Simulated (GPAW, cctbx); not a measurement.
# How far are the atoms of RbRu2N2 from free atoms?

Question: by how much does bonding change the X-ray structure factors of RbRu2N2, how firmly does DFT give the change, and what does a routine refinement make of it?

The cell comes from substitution in a known structure type and wasn't matched to any measured phase. All numbers below are calculated.

## 1. Find the equilibrium geometry

The density hangs on the geometry, so cell and atoms are relaxed first, with the symmetry held. The cutoff is set higher than for the density because stress converges slowly with plane waves.

Settings: GPAW 26.7.0, PBE, 900 eV, 4×4×4 k-points, Fermi–Dirac width 0.05 eV, BFGS to 0.03 eV/Å.

```text
cell
1.0
     0.000000000   -3.970000000    0.000000000
     3.970000000    0.000000000    0.000000000
    -1.985000000    1.985000000    6.268500000
Ru Rb N
2 1 2
Direct
0.250000000 0.750000000 0.500000000
0.750000000 0.250000000 0.500000000
0.000000000 0.000000000 0.000000000
0.658300000 0.658300000 0.316600000
0.341700000 0.341700000 0.683400000
```

```console
$ OMP_NUM_THREADS=1 mpirun -n 4 gpaw python run.py > gpaw.log
```

```text
BFGS:    0      -33.451381        3.157213
BFGS:    1      -33.998924        2.859647
BFGS:    2      -35.258137        1.469507
BFGS:    3      -35.428172        0.905745
BFGS:    4      -35.468888        0.359350
BFGS:    5      -35.475850        0.347029
BFGS:    6      -35.507245        0.269961
BFGS:    7      -35.518650        0.007962
cell  3.6942 3.6942 6.6770  106.06 106.06 90.00
volume 83.860 A^3, largest force 0.003 eV/A, largest stress 0.08 GPa
```

The cell moved far, while the k-mesh and basis were chosen for the start, so the final shape may be somewhat biased.

After 7 steps the volume has changed by -15.1 % and the energy by -2.067 eV; the largest stress left is 0.08 GPa. It took 2.6 min on 4 cores of AMD EPYC 9R14 (Zen 4) (shared host), peak memory 1.6 GiB.

Relaxed structure: I4/mmm (no. 139), a = 3.6942 Å, b = 3.6942 Å, c = 12.2897 Å, α = 90.00°, β = 90.00°, γ = 90.00°.

```
atom  mult.    x    y       z
 Ru1      4  1/2    0     1/4
 Rb1      2    0    0       0
  N1      4  1/2  1/2  0.1737
```

## 2. Density and charge transfer

X-rays see the whole electron density, so the PAW density is rebuilt with its core regions. Subtracting spherical free atoms from the same code cancels the cores and leaves the deformation density Δρ, the part due to bonding.

Settings: PBE, 550 eV, 5×5×5 k-points, Fermi–Dirac width 0.05 eV; primitive cell of 5 atoms.

```console
$ OMP_NUM_THREADS=1 mpirun -n 4 gpaw python run.py > gpaw.log
```

```text
|iter:   1|       0s |  -38.984674 | +0.13 |       |
|iter:   2|       1s |  -37.324082 | -1.50 | -1.00 |
|iter:   3|       2s |  -35.084447 | -0.91 | -1.09 |
...
|iter:   8|       7s |  -34.834419c| -5.88 | -3.49 |
|iter:   9|       8s |  -34.834419c| -6.72 | -3.95 |
|iter:  10|      10s |  -34.834420c| -7.98c| -4.66c|
```

```text
gpts.py:43: UserWarning: Initial realspace grid (20,20,40) inconsistent with symmetries.
gpts.py:43: UserWarning: Initial realspace grid (20,20,40) inconsistent with symmetries.
gpts.py:43: UserWarning: Initial realspace grid (20,20,40) inconsistent with symmetries.
gpts.py:43: UserWarning: Initial realspace grid (20,20,40) inconsistent with symmetries.
gpts.py:70: UserWarning: Using symmetrized grid: (40,40,40).
gpts.py:70: UserWarning: Using symmetrized grid: (40,40,40).
gpts.py:70: UserWarning: Using symmetrized grid: (40,40,40).
gpts.py:70: UserWarning: Using symmetrized grid: (40,40,40).
grid (80, 80, 80)  electrons 139.000  moved by bonding 1.050 e
deformation density beyond 0.5 A of the nuclei: max 0.273, min -0.221 e/A^3
atom        x       y       z   Voronoi charge  moment
Ru1    0.2500  0.7500  0.5000      0.232       0.00
Ru2    0.7500  0.2500  0.5000      0.232       0.00
Rb3    0.0000  0.0000  0.0000      0.311       0.00
N 4    0.6737  0.6737  0.3473     -0.387       0.00
N 5    0.3263  0.3263  0.6527     -0.387       0.00
mean inner potential of superposed free atoms 19.786 V
total magnetic moment 0.000 muB
```

Deformation density in a plane through the shortest contact of the Ru atom at the origin, in 0.01 e/Å³ (clipped at ±99); x from -1.6 to 3.7 Å, y from 2.4 down to -2.4 Å:

```text
  1   4   7   .   .   8   8  -4 -12   .  -6 -12  -5   0   0   0
  2   5   9   .   .   9  11  -8   .   .   . -17  -7  -1   0   0
  1   5   4   .   5  10   8  -5 -13   . -15  -7  -4   0   0   0
  1   3   7  12  13   8   5   2  -4  -7  -3   0   2   1   0   0
  0   1   1  -1  -6  -8  -4   3   6  10  13  11   6   2   0   0
  0   0  -5  -9   .   . -13  -3  10   8   .   .   4   5   1   0
  0  -2  -9 -18   .   . -20  -4  13   7   .   .   8   5   1   0
  0   0  -6 -13   .   . -10  -2  10   6   .   .   5   4   0  -1
 -1   2   3  -3  -9 -10  -6   0   3   6   5   5   4   1   0  -1
-10  -5   1   3   0  -2  -1   0   1   1   2   1   1   0  -1  -1
  . -13  -8  -1   1   0   0   0   0   0   0   0  -1  -1  -1  -1
  .   . -12  -5   0   0   0   0  -1   0   0  -1  -1  -1  -1  -1
  . -13  -6  -2   0   0   0  -1  -1  -1  -1  -1  -1  -1  -1  -1
```

Atoms in or within 0.15 Å of the plane: Ru (0.0, 0.0), Ru (1.6, 2.0), N (2.1, 0.0), N (-0.4, 2.0) Å. Dots mark points within about 0.45 Å of a nucleus; large values next to them are atomic features.

N gains most (-0.39 e) and Rb loses most (+0.31 e), as electronegativity suggests. Such charges fall far short of formal ones, since overlapping free atoms already put density on their neighbours. Along the shortest contact from the Ru atom at the map's origin, Ru–N at 2.07 Å, Δρ is +0.06 e/Å³ at the midpoint and highest, +0.13, 1.26 Å from Ru (points within 0.5 Å of a nucleus left out): little sits at the middle, as in a polar contact, whose build-up shifts to the more electronegative atom. At the midpoints of other shortest contacts it is +0.04 (Ru–Ru, 2.61 Å), +0.04 (N–N, 3.22 Å) and -0.01 (Rb–N, 3.37 Å) e/Å³. Point values carry grid noise of about 0.01 e/Å³. The run needed 10 iterations, 27 s.

## 3. From the density to structure factors

The Fourier components of Δρ, added to those of the free atoms, give the static X-ray structure factors; the Mott–Bethe relation turns them into the Fourier components V of the potential that fast electrons feel.

```text
static structure factors of the conventional cell: F in electrons, V (Mott-Bethe) in volts
   h  k  l      d  |F| table  |F| free   |F| DFT   change   |V| free  |V| DFT  change %
   0  0  2  6.1449   112.279   112.148   112.635    0.487     6.118    5.615     -8.2
   1  0  1  3.5378    53.949    54.022    53.471   -0.551     2.414    2.603      7.8
   0  0  4  3.0724   204.040   203.879   202.587   -1.292     9.438    9.771      3.5
   1  0  3  2.7434    79.596    79.506    80.365    0.859     4.577    4.400     -3.9
   1  1  0  2.6122    63.982    63.846    62.730   -1.116     1.894    2.102     11.0
   1  1  2  2.4040   186.365   186.219   185.603   -0.617     7.534    7.632      1.3
   0  0  6  2.0483    60.797    60.682    59.551   -1.132     1.638    1.768      7.9
   1  0  5  2.0464    44.219    44.255    44.120   -0.135     1.235    1.250      1.3
   1  1  4  1.9901    80.154    80.024    79.682   -0.342     3.411    3.448      1.1
   2  0  0  1.8471   191.977   191.927   191.950    0.023     8.025    8.023     -0.0
   2  0  2  1.7689    78.999    78.953    78.782   -0.171     3.346    3.360      0.4
   2  1  1  1.6374    44.086    44.091    44.056   -0.035     1.245    1.247      0.2
   1  1  6  1.6118   179.181   179.224   178.754   -0.469     6.944    6.978      0.5
   1  0  7  1.5857    46.587    46.590    46.672    0.082     1.472    1.466     -0.4
```

The largest X-ray change is -1.29 e on 004, 0.6 % of |F|. For electrons V goes as (Z − F)/g², so a change of F counts against Z − F, which is small at low angle and wherever the atoms' terms cancel: |V| of 110 moves by +11.0 % (1.89 to 2.10 V) against -1.7 % in |F|. The last three rows still change by up to 0.47 e; the table stops while the angles are still low. The tabulated Hartree–Fock atoms differ from the free DFT atoms by up to 0.16 e, so the choice of reference atom matters too.

## 4. Which functional?

The same geometry is run with other functionals, to see whether the bonding signal is larger than the spread between approximations. Free atoms are LDA for LDA and PBE otherwise; meta-GGAs and hybrids keep PBE cores. Any other changed setting is in the row's label.

```
   run  ΔF 004 (e)  ΔF 006 (e)  ΔF 110 (e)  q(N) (e)  moved (e)  time
   PBE      -1.292      -1.132      -1.116    -0.387      1.050  27 s
   LDA      -1.262      -1.055      -1.075    -0.376      1.008  26 s
r2SCAN      -1.292      -1.131      -1.089    -0.402      1.108  54 s
```

At the base's settings ΔF(004) spans -1.292 to -1.262 e, a spread of 2 % of the PBE value; over the three listed reflections the spread is at most 7 %, so sign and size hold across the functionals. Times are from shared hosts.

## 5. Refining ordinary atoms against data with bonding

Routine crystallography fits spherical atoms. To see the bias, intensities are simulated from tabulated atoms plus the DFT change ΔF, so that bonding alone can misfit (2824 reflections of the full sphere, merged to the counts below, to 0.5 Å, 1.5 % proportional noise plus counting noise, assumed isotropic U as listed, Δρ smeared by the mean U) and refined with cctbx over different ranges.

| range | data | R1 | GooF | U Ru1 (true 0.0073) | U Rb1 (true 0.0078) | U N1 (true 0.0127) | largest shift (Å) | Δρ max, min (e/Å³) |
| --- | --- | --- | --- | --- | --- | --- | --- | --- |
| all data | 250 | 0.0043 | 1.13 | 0.0073 | 0.0078 | 0.0127 | 0.0002 | 0.29, -0.25 |
| low resolution, d > 0.84 | 64 | 0.0047 | 1.38 | 0.0072 | 0.0077 | 0.0125 | 0.0038 | 0.15, -0.17 |
| high order, d < 0.75 | 167 | 0.0038 | 0.98 | 0.0073 | 0.0078 | 0.0127 | 0.0014 | 0.20, -0.16 |
| occupancies free, d > 0.7 | 103 | 0.0042 | 1.26 | 0.0073 | 0.0078 | 0.0132 | 0.0027 | 0.19, -0.20 |

With all data GooF is 1.13, diluted by the many high-angle data; the misfit shows at low resolution; the top residual peak, near noise level, lies 0.48 Å from N and 2.33 Å from Ru. No U is off by more than 3 s.u. at low resolution. With Ru1 held at 1 and the scale free, the other occupancies refine to Rb1 1.001(0.002) and N1 1.016(0.009), within three s.u. of full.

## 6. Answer

Bonding moves 1.05 e in the primitive cell of RbRu2N2 and changes the structure factors of the conventional cell in the table above by at most 1.29 e (004, 0.6 %), and among reflections above 2 % of the strongest by up to 1.9 % (006). The shortest bond, Ru–N, has Δρ = +0.06 e/Å³ at its midpoint, low for a shared bond; with the charge transfer this is a polar contact. At the base's settings ΔF(004) spans -1.292 to -1.262 e, a spread of 2 % of the PBE value; over the three listed reflections the spread is at most 7 %, so sign and size hold across the functionals. With all data GooF is 1.13, diluted by the many high-angle data. Limits: static density, frozen cores, no spin–orbit coupling.

[Outputs are excerpts: Python notices, other lines and further rows are left out; steps that failed or that the build refused (PBEsol, TPSS) are not shown.]

[Logs are printed without paths, hosts, clocks, repeated set-up lines and the standing remarks that a program may print on its own settings, such as how far it seeks lower states.]
